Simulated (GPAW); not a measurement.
## A carbon nanotube (3, 3); one C replaced by Si: transmission at several levels

Wanted: the zero-bias transmission of a carbon nanotube (3, 3); one C replaced by Si on a ladder of levels, with run times.

Program: GPAW 26.7.0. Level of theory: GPAW LCAO, PAW setups; Landauer transmission from Green's functions with principal layers (ASE), zero bias. Values are calculated unless marked as measured.

## Step 1: The structure

The cell holds 144 atoms: 143 C and 1 Si. Cell: a = 12.068 Å, b = 12.068 Å, c = 29.514 Å, α = 90.0°, β = 90.0°, γ = 90.0°. Regions: left lead, 60 atoms (60 C); channel, 24 atoms (23 C and 1 Si); right lead, 60 atoms (60 C). Vacuum lies along a and b. The structure is stacked, and the current runs, along c.

## Step 2: Single-zeta polarised basis

One radial function a shell plus polarisation makes the matrices smaller; the question is what that costs.

Contents of run.py:

```python
import json
import numpy as np
from ase import Atoms
from ase.transport.calculators import TransportCalculator
from gpaw import GPAW, FermiDirac
from gpaw.lcao.tools import get_lcao_hamiltonian
from scipy.linalg import eigh

# The junction with lead layers at both ends, along the third cell vector
device = Atoms(
    ['C', 'C', 'C', 'C', 'C', 'C', 'C', 'C', 'C', 'C', 'C', 'C', 'C', 'C', 'C', 'C', 'C', 'C', 'C', 'C', 'C', 'C', 'C', 'C', 'C', 'C', 'C', 'C', 'C', 'C', 'C', 'C', 'C', 'C', 'C', 'C', 'C', 'C', 'C', 'C', 'C', 'C', 'C', 'C', 'C', 'C', 'C', 'C', 'C', 'C', 'C', 'C', 'C', 'C', 'C', 'C', 'C', 'C', 'C', 'C', 'C', 'C', 'C', 'C', 'C', 'C', 'C', 'C', 'Si', 'C', 'C', 'C', 'C', 'C', 'C', 'C', 'C', 'C', 'C', 'C', 'C', 'C', 'C', 'C', 'C', 'C', 'C', 'C', 'C', 'C', 'C', 'C', 'C', 'C', 'C', 'C', 'C', 'C', 'C', 'C', 'C', 'C', 'C', 'C', 'C', 'C', 'C', 'C', 'C', 'C', 'C', 'C', 'C', 'C', 'C', 'C', 'C', 'C', 'C', 'C', 'C', 'C', 'C', 'C', 'C', 'C', 'C', 'C', 'C', 'C', 'C', 'C', 'C', 'C', 'C', 'C', 'C', 'C', 'C', 'C', 'C', 'C', 'C', 'C'],
    positions=[
        [4.12267, 6.72967, 0.61488],
        [5.01700, 7.79550, 0.61488],
        [5.01700, 4.27250, 0.61488],
        [6.38720, 4.03090, 0.61488],
        [7.59213, 7.34143, 0.61488],
        [8.06800, 6.03400, 0.61488],
        [4.00000, 6.03400, 1.84463],
        [4.47587, 4.72657, 1.84463],
        [5.68080, 8.03710, 1.84463],
        [7.05100, 7.79550, 1.84463],
        [7.05100, 4.27250, 1.84463],
        [7.94534, 5.33833, 1.84463],
        [4.12267, 6.72967, 3.07439],
        [5.01700, 7.79550, 3.07439],
        [5.01700, 4.27250, 3.07439],
        [6.38720, 4.03090, 3.07439],
        [7.59213, 7.34143, 3.07439],
        [8.06800, 6.03400, 3.07439],
        [4.00000, 6.03400, 4.30415],
        [4.47587, 4.72657, 4.30415],
        [5.68080, 8.03710, 4.30415],
        [7.05100, 7.79550, 4.30415],
        [7.05100, 4.27250, 4.30415],
        [7.94534, 5.33833, 4.30415],
        [4.12267, 6.72967, 5.53390],
        [5.01700, 7.79550, 5.53390],
        [5.01700, 4.27250, 5.53390],
        [6.38720, 4.03090, 5.53390],
        [7.59213, 7.34143, 5.53390],
        [8.06800, 6.03400, 5.53390],
[... 108 atom lines left out ...]
        [4.00000, 6.03400, 28.89927],
        [4.47587, 4.72657, 28.89927],
        [5.68080, 8.03710, 28.89927],
        [7.05100, 7.79550, 28.89927],
        [7.05100, 4.27250, 28.89927],
        [7.94534, 5.33833, 28.89927]],
    cell=[[12.068, 0.0, 0.0], [0.0, 12.068, 0.0], [0.0, 0.0, 29.51415]],
    pbc=True)

# One principal layer of the lead: the first 36 atoms of the device
lead = Atoms(
    ['C', 'C', 'C', 'C', 'C', 'C', 'C', 'C', 'C', 'C', 'C', 'C', 'C', 'C', 'C', 'C', 'C', 'C', 'C', 'C', 'C', 'C', 'C', 'C', 'C', 'C', 'C', 'C', 'C', 'C', 'C', 'C', 'C', 'C', 'C', 'C'],
    positions=[
        [4.12267, 6.72967, 0.61488],
        [5.01700, 7.79550, 0.61488],
        [5.01700, 4.27250, 0.61488],
        [6.38720, 4.03090, 0.61488],
        [7.59213, 7.34143, 0.61488],
        [8.06800, 6.03400, 0.61488],
        [4.00000, 6.03400, 1.84463],
        [4.47587, 4.72657, 1.84463],
        [5.68080, 8.03710, 1.84463],
        [7.05100, 7.79550, 1.84463],
        [7.05100, 4.27250, 1.84463],
        [7.94534, 5.33833, 1.84463],
        [4.12267, 6.72967, 3.07439],
        [5.01700, 7.79550, 3.07439],
        [5.01700, 4.27250, 3.07439],
        [6.38720, 4.03090, 3.07439],
        [7.59213, 7.34143, 3.07439],
        [8.06800, 6.03400, 3.07439],
        [4.00000, 6.03400, 4.30415],
        [4.47587, 4.72657, 4.30415],
        [5.68080, 8.03710, 4.30415],
        [7.05100, 7.79550, 4.30415],
        [7.05100, 4.27250, 4.30415],
        [7.94534, 5.33833, 4.30415],
        [4.12267, 6.72967, 5.53390],
        [5.01700, 7.79550, 5.53390],
        [5.01700, 4.27250, 5.53390],
        [6.38720, 4.03090, 5.53390],
        [7.59213, 7.34143, 5.53390],
        [8.06800, 6.03400, 5.53390],
        [4.00000, 6.03400, 6.76366],
        [4.47587, 4.72657, 6.76366],
        [5.68080, 8.03710, 6.76366],
        [7.05100, 7.79550, 6.76366],
        [7.05100, 4.27250, 6.76366],
        [7.94534, 5.33833, 6.76366]],
    cell=[[12.068, 0.0, 0.0], [0.0, 12.068, 0.0], [0.0, 0.0, 7.37854]],
    pbc=True)

settings = dict(mode='lcao', basis='szp(dzp)', xc='PBE', h=0.2,
                occupations=FermiDirac(0.1), maxiter=250,
                mixer=dict(beta=0.1, nmaxold=8, weight=100.0),
                convergence=dict(density=0.0001))
energies = np.arange(-3, 3 + 1e-9, 0.075)
eta = 0.0001
n1, n2 = 1, 1
# k and -k transmit alike, so half of the mesh across the current serves
mesh = [(i, j) for i in range(n1) for j in range(n2) if (i, j) <= (-i % n1, -j % n2)]
weights = np.array([1 if (i, j) == (-i % n1, -j % n2) else 2 for i, j in mesh]) / (n1 * n2)

# [... helper functions left out ...]
fermi_lead = ground_state(lead, (1, 1, 15), 'lead.txt')
fermi_device = ground_state(device, (1, 1, 3), 'device.txt')
# [... loop over the mesh left out, but for ...]
        # Shift the lead onto the potential of the device's first layer
        shift = ((H[:, 0, 0] - H0[:, 0, 0]) / S0[0, 0]).real.mean()
# [...]
kT = 8.617333e-5 * 500
bias = [0.1, 0.2, 0.5, 1.0, 1.5, 2.0]
# [... integrals and printing left out ...]
```

The run is started by

```console
$ OMP_NUM_THREADS=1 OPENBLAS_NUM_THREADS=1 python run.py
```

Log:

```text
basis functions: device 1296, principal layer 324
Fermi level: lead -2.5809 eV, device -2.5283 eV; lead shifted by 0.0018 eV
largest coupling past the next layer 5.44e-15 eV, largest misfit of the first layer 0.015 eV
  E-E_F (eV)   T (one spin)  [channel counts left out]
    -3.000    4.6441e+00
    -2.925    4.6399e+00
    -2.850    4.6327e+00
    -2.775    4.6221e+00
    -2.700    4.6064e+00
    -2.625    4.5844e+00
    -2.550    4.5533e+00
    -2.475    4.5076e+00
    -2.400    4.4325e+00
    -2.325    4.2846e+00
    -2.250    3.8035e+00
    -2.175    9.4011e-01
    -2.100    9.1319e-01
    -2.025    9.6323e-01
    -1.950    9.7332e-01
    -1.875    9.7773e-01
[...]
2.475    4.3741e+00
     2.550    4.3730e+00
     2.625    4.3711e+00
     2.700    4.3684e+00
     2.775    4.3649e+00
     2.850    4.3604e+00
     2.925    4.3545e+00
     3.000    4.3467e+00
conductance at 500 K: 1.9223 G0 a cell; thermopower -0.06619 uV/K
current from the zero-bias T(E) at 0.1 V: 14.894 uA
current from the zero-bias T(E) at 0.2 V: 29.785 uA
current from the zero-bias T(E) at 0.5 V: 74.402 uA
current from the zero-bias T(E) at 1.0 V: 148.37 uA
current from the zero-bias T(E) at 1.5 V: 224.23 uA
current from the zero-bias T(E) at 2.0 V: 339.78 uA
```

It took 12 min on 1 thread of Intel Xeon 6975P-C (Granite Rapids), shared host; peak memory 2.4 GiB.

Numbers from this step:

```yaml
conductance: 1.922 G₀
largest_coupling_past_the_next_principal_layer: 5.44e-15 eV
largest_misfit_of_the_first_principal_layer: 0.01508 eV
shift_that_aligns_the_lead: 0.001816 eV
basis_functions_of_the_junction: 1296
basis_functions_of_a_principal_layer: 324
transmission_at_the_fermi_level_one_spin: 1.922
```

One spin. The transmission, zone mean by energy, zero at the Fermi level:

energy (eV), transmission, zone mean and a bar from the least value:
```
  -3.0000       4.64 ############################
  -2.7750       4.62 ###########################
  -2.4750       4.51 ###########################
  -2.2500       3.80 #####################
  -2.0250       0.96 
  -1.7250       0.98 
  -1.5000       0.99 
  -1.2750       1.00 
  -0.9750       1.84 #######
  -0.7500       1.88 #######
  -0.5250       1.90 #######
  -0.2250       1.92 #######
   0.0000       1.92 #######
   0.2250       1.92 #######
   0.5250       1.90 #######
   0.7500       1.77 ######
   0.9750       4.97 ##############################
   1.2750       4.02 #######################
   1.5000       4.23 ########################
   1.7250       4.32 #########################
   2.0250       4.36 #########################
   2.2500       4.37 ##########################
   2.4750       4.37 ##########################
   2.7750       4.36 #########################
   3.0000       4.35 #########################
```

Not self-consistent under bias; the bias window is split evenly. Table of current through one cell, from the zero-bias transmission by bias:

| bias (V) | current through one cell, from the zero-bias transmission (μA) |
| --- | --- |
| 0.100 | 14.9 |
| 0.200 | 29.8 |
| 0.500 | 74.4 |
| 1.000 | 148 |
| 1.500 | 224 |
| 2.000 | 340 |

Table of transmission of the three most open eigenchannels by energy, zero at the Fermi level:

```csv
energy (eV),channel 1,channel 2,channel 3
-3.00,0.999,0.998,0.996
-2.85,0.999,0.998,0.994
-2.70,0.999,0.998,0.991
-2.55,0.999,0.997,0.988
-2.33,0.999,0.990,0.973
-2.17,0.940,5.3e-7,3.0e-8
-2.02,0.963,1.4e-10,2.4e-11
-1.88,0.978,2.5e-12,0
-1.73,0.982,0,0
-1.57,0.985,0,0
-1.35,0.992,0,0
-1.20,0.973,0.651,0
-1.05,0.987,0.819,0
-0.90,0.988,0.868,0
-0.75,0.989,0.890,0
-0.60,0.990,0.902,0
-0.38,0.991,0.916,0
-0.23,0.991,0.925,0
-0.07,0.991,0.931,0
0.00,0.995,0.927,0
0.07,0.990,0.934,0
0.23,0.987,0.933,0
0.38,0.983,0.930,1.1e-12
0.60,0.969,0.924,1.7e-10
0.75,0.985,0.782,2.7e-6
0.90,0.997,0.996,0.994
1.05,0.998,0.996,0.996
1.20,0.998,0.996,0.996
1.35,0.998,0.997,0.996
1.57,0.998,0.998,0.996
1.73,0.999,0.998,0.996
1.88,0.999,0.998,0.996
2.02,0.999,0.998,0.996
2.17,0.998,0.998,0.995
2.33,0.998,0.997,0.993
2.55,0.998,0.996,0.990
2.70,0.998,0.994,0.988
2.85,0.998,0.993,0.988
3.00,0.997,0.991,0.988
```

Couplings past the next layer reach 5.4e-15 eV, small enough to drop; the first layer differs from the bulk lead by up to 0.015 eV, a small residual of the finite cell.

## Step 3: GPAW, sz, basis sz(dzp)

One function for each valence shell of the setup, as for a first survey of a large system.

run.py: that of step 2 with these lines changed.

```diff
@@ -95,3 +95,3 @@
 
-settings = dict(mode='lcao', basis='szp(dzp)', xc='PBE', h=0.2,
+settings = dict(mode='lcao', basis='sz(dzp)', xc='PBE', h=0.2,
                 occupations=FermiDirac(0.1), maxiter=250,
```

Log:

```text
basis functions: device 576, principal layer 144
Fermi level: lead -3.6555 eV, device -3.6021 eV; lead shifted by -0.0007 eV
largest coupling past the next layer 4.68e-15 eV, largest misfit of the first layer 0.009 eV
  E-E_F (eV)   T (one spin)  [channel counts left out]
    -3.000    4.7860e+00
    -2.925    4.7810e+00
    -2.850    4.7739e+00
    -2.775    4.7637e+00
    -2.700    4.7496e+00
    -2.625    4.7300e+00
    -2.550    4.7024e+00
    -2.475    4.6613e+00
    -2.400    4.5916e+00
    -2.325    4.4427e+00
    -2.250    3.8143e+00
    -2.175    9.1585e-01
    -2.100    9.8375e-01
    -2.025    9.8801e-01
    -1.950    9.8957e-01
    -1.875    9.9046e-01
[...]
2.475    4.5709e+00
     2.550    4.5692e+00
     2.625    4.5664e+00
     2.700    4.5626e+00
     2.775    4.5579e+00
     2.850    4.5521e+00
     2.925    4.5456e+00
     3.000    4.5383e+00
conductance at 500 K: 1.9531 G0 a cell; thermopower 0.01882 uV/K
current from the zero-bias T(E) at 0.1 V: 15.13 uA
current from the zero-bias T(E) at 0.2 V: 30.249 uA
current from the zero-bias T(E) at 0.5 V: 75.522 uA
current from the zero-bias T(E) at 1.0 V: 150.69 uA
current from the zero-bias T(E) at 1.5 V: 225.37 uA
current from the zero-bias T(E) at 2.0 V: 298.68 uA
```

Run time: 2.7 min. Hardware: 1 thread; peak memory 1.8 GiB.

Read from the output:

```
conductance                                    : 1.953 G₀
largest coupling past the next principal layer : 4.68e-15 eV
largest misfit of the first principal layer    : 0.009416 eV
shift that aligns the lead                     : -7.25e-4 eV
basis functions of the junction                : 576
basis functions of a principal layer           : 144
transmission at the Fermi level (one spin)     : 1.959
```

One spin. Transmission, zone mean against energy, zero at the Fermi level:

```
energy (eV)  transmission, zone mean
    -3.0000                     4.79
    -2.7750                     4.76
    -2.4750                     4.66
    -2.2500                     3.81
    -2.0250                    0.988
    -1.7250                    0.992
    -1.5000                    0.994
    -1.2750                     1.82
    -0.9750                     1.92
    -0.7500                     1.93
    -0.5250                     1.94
    -0.2250                     1.95
     0.0000                     1.96
     0.2250                     1.95
     0.5250                     1.93
     0.7500                     1.91
     0.9750                     1.85
     1.2750                     4.02
     1.5000                     4.39
     1.7250                     4.50
     2.0250                     4.56
     2.2500                     4.57
     2.4750                     4.57
     2.7750                     4.56
     3.0000                     4.54
```

Not self-consistent under bias; the bias window is split evenly. Current through one cell, from the zero-bias transmission against bias:

| bias (V) | current through one cell, from the zero-bias transmission (μA) |
| --- | --- |
| 0.100 | 15.1 |
| 0.200 | 30.2 |
| 0.500 | 75.5 |
| 1.000 | 151 |
| 1.500 | 225 |
| 2.000 | 299 |

Table of transmission of the three most open eigenchannels by energy, zero at the Fermi level:

| energy (eV) | channel 1 | channel 2 | channel 3 |
| --- | --- | --- | --- |
| -3.00 | 0.999 | 0.998 | 0.997 |
| -2.85 | 0.999 | 0.998 | 0.996 |
| -2.70 | 0.999 | 0.998 | 0.992 |
| -2.55 | 0.999 | 0.997 | 0.989 |
| -2.33 | 0.998 | 0.993 | 0.981 |
| -2.17 | 0.916 | 3.6e-7 | 9.0e-9 |
| -2.02 | 0.988 | 4.5e-11 | 1.4e-11 |
| -1.88 | 0.990 | 1.1e-12 | 0 |
| -1.73 | 0.992 | 0 | 0 |
| -1.57 | 0.993 | 0 | 0 |
| -1.35 | 0.998 | 6.8e-9 | 0 |
| -1.20 | 0.970 | 0.907 | 0 |
| -1.05 | 0.980 | 0.931 | 0 |
| -0.90 | 0.984 | 0.940 | 0 |
| -0.75 | 0.987 | 0.944 | 0 |
| -0.60 | 0.989 | 0.947 | 0 |
| -0.38 | 0.991 | 0.952 | 0 |
| -0.23 | 0.992 | 0.956 | 0 |
| -0.07 | 0.992 | 0.958 | 0 |
| 0.00 | 0.991 | 0.968 | 0 |
| 0.07 | 0.992 | 0.958 | 0 |
| 0.23 | 0.990 | 0.955 | 0 |
| 0.38 | 0.988 | 0.950 | 0 |
| 0.60 | 0.981 | 0.943 | 0 |
| 0.75 | 0.972 | 0.939 | 0 |
| 0.90 | 0.946 | 0.937 | 9.2e-12 |
| 1.05 | 0.935 | 0.780 | 8.7e-10 |
| 1.20 | 0.996 | 0.991 | 0.987 |
| 1.35 | 0.997 | 0.997 | 0.996 |
| 1.57 | 0.998 | 0.998 | 0.997 |
| 1.73 | 0.998 | 0.998 | 0.997 |
| 1.88 | 0.999 | 0.998 | 0.997 |
| 2.02 | 0.999 | 0.999 | 0.997 |
| 2.17 | 0.999 | 0.999 | 0.997 |
| 2.33 | 0.999 | 0.999 | 0.996 |
| 2.55 | 0.999 | 0.998 | 0.996 |
| 2.70 | 0.999 | 0.997 | 0.996 |
| 2.85 | 0.999 | 0.996 | 0.995 |
| 3.00 | 0.998 | 0.995 | 0.994 |

The current reaches 299 μA at 2 V, close to what the ratio of current to bias at 0.1 V would give.

## Step 4: RPBE in the szp basis: xc = "RPBE"

Back in the szp basis, the functional changes from PBE to RPBE, to set the spread between functionals beside that between bases.

run.py: that of step 3 with these lines changed.

```diff
@@ -95,3 +95,3 @@
 
-settings = dict(mode='lcao', basis='sz(dzp)', xc='PBE', h=0.2,
+settings = dict(mode='lcao', basis='szp(dzp)', xc='RPBE', h=0.2,
                 occupations=FermiDirac(0.1), maxiter=250,
```

Log:

```text
basis functions: device 1296, principal layer 324
Fermi level: lead -2.4683 eV, device -2.4159 eV; lead shifted by 0.0012 eV
largest coupling past the next layer 3.66e-15 eV, largest misfit of the first layer 0.014 eV
  E-E_F (eV)   T (one spin)  [channel counts left out]
    -3.000    4.6399e+00
    -2.925    4.6350e+00
    -2.850    4.6273e+00
[...]
2.925    4.3539e+00
     3.000    4.3468e+00
conductance at 500 K: 1.922 G0 a cell; thermopower -0.06272 uV/K
current from the zero-bias T(E) at 0.1 V: 14.891 uA
current from the zero-bias T(E) at 0.2 V: 29.776 uA
current from the zero-bias T(E) at 0.5 V: 74.36 uA
current from the zero-bias T(E) at 1.0 V: 148.27 uA
current from the zero-bias T(E) at 1.5 V: 224.4 uA
current from the zero-bias T(E) at 2.0 V: 340.84 uA
```

The job ended after 12 min (1 thread; peak memory 2.4 GiB).

Read from the output:

* conductance: 1.922 G₀
* largest coupling past the next principal layer: 3.66e-15 eV
* largest misfit of the first principal layer: 0.01403 eV
* shift that aligns the lead: 0.001181 eV
* basis functions of the junction: 1296
* basis functions of a principal layer: 324
* transmission at the Fermi level (one spin): 1.924

One spin. Transmission, zone mean against energy, zero at the Fermi level:

| energy (eV) | transmission, zone mean |
| --- | --- |
| -3.00 | 4.64 |
| -2.85 | 4.63 |
| -2.70 | 4.60 |
| -2.55 | 4.54 |
| -2.33 | 4.22 |
| -2.17 | 0.397 |
| -2.02 | 0.966 |
| -1.88 | 0.978 |
| -1.73 | 0.983 |
| -1.57 | 0.986 |
| -1.35 | 0.992 |
| -1.20 | 1.64 |
| -1.05 | 1.81 |
| -0.90 | 1.86 |
| -0.75 | 1.88 |
| -0.60 | 1.89 |
| -0.38 | 1.91 |
| -0.23 | 1.91 |
| -0.07 | 1.92 |
| 0.00 | 1.92 |
| 0.07 | 1.92 |
| 0.23 | 1.92 |
| 0.38 | 1.91 |
| 0.60 | 1.89 |
| 0.75 | 1.85 |
| 0.90 | 4.92 |
| 0.97 | 4.98 |
| 1.05 | 4.94 |
| 1.20 | 3.93 |
| 1.35 | 4.10 |
| 1.57 | 4.26 |
| 1.73 | 4.31 |
| 1.88 | 4.34 |
| 2.02 | 4.35 |
| 2.17 | 4.36 |
| 2.33 | 4.37 |
| 2.55 | 4.37 |
| 2.70 | 4.37 |
| 2.85 | 4.36 |
| 3.00 | 4.35 |

The conductance equals that of the szp run to 0.2 %.

## Step 5: All levels side by side

Times are for 1 thread of Intel Xeon 6975P-C (Granite Rapids), shared host. The series side by side:

| no. | run | conductance (G₀) | time | memory (GiB) |
| --- | --- | --- | --- | --- |
| 1 | szp | 1.922 | 12 min | 2.4 |
| 2 | sz | 1.953 | 2.7 min | 1.8 |
| 3 | szp RPBE | 1.922 | 12 min | 2.4 |

## Step 6: The levels side by side

The curves are compared point by point over the common energies.

This step: comparison of transmission and cost over codes and levels (GPAW 26.7.0).

Ladder, by row:

| step | code | T at the Fermi level (sum over the listed spins) | conductance (G0) | r.m.s. T(E) from the first | wall time (s) | peak memory (GiB) |
| --- | --- | --- | --- | --- | --- | --- |
| szp | GPAW | 1.922 | 1.922 | 0 | 747.9 | 2.4 |
| sz | GPAW | 1.959 | 1.953 | 0.8031 | 159.9 | 1.76 |
| szp-RPBE | GPAW | 1.924 | 1.922 | 0.07535 | 744.9 | 2.4 |

Transmission, zone mean, sum over the listed spins against energy, zero at the Fermi level:

```csv
energy (eV),szp,sz,szp-RPBE
-3.00,4.64,4.79,4.64
-2.77,4.62,4.76,4.62
-2.55,4.55,4.70,4.54
-2.40,4.43,4.59,4.41
-2.17,0.940,0.916,0.397
-1.95,0.973,0.990,0.974
-1.73,0.982,0.992,0.983
-1.57,0.985,0.993,0.986
-1.35,0.992,0.998,0.992
-1.12,1.75,1.90,1.76
-0.90,1.86,1.92,1.86
-0.75,1.88,1.93,1.88
-0.53,1.90,1.94,1.90
-0.30,1.91,1.95,1.91
-0.07,1.92,1.95,1.92
0.00,1.92,1.96,1.92
0.07,1.92,1.95,1.92
0.30,1.92,1.94,1.92
0.53,1.90,1.93,1.90
0.75,1.77,1.91,1.85
0.90,4.90,1.88,4.92
0.97,4.97,1.85,4.98
1.12,4.72,0.949,4.77
1.35,4.12,4.20,4.10
1.57,4.27,4.44,4.26
1.73,4.32,4.50,4.31
1.95,4.35,4.55,4.35
2.17,4.37,4.57,4.36
2.40,4.37,4.57,4.37
2.55,4.37,4.57,4.37
2.77,4.36,4.56,4.36
3.00,4.35,4.54,4.35
```

(Part 1 of 2 ends here.)

[Long decimals in the printed logs are rounded to 6 places.]

[Logs are printed without paths, hosts, clocks, repeated set-up lines and the standing remarks that a program may print on its own settings, such as how far it seeks lower states.]

[Hosts, paths, dates, database ids (printed as entryN), source tags and the programs' standing remarks are cut or masked in the printed files.]
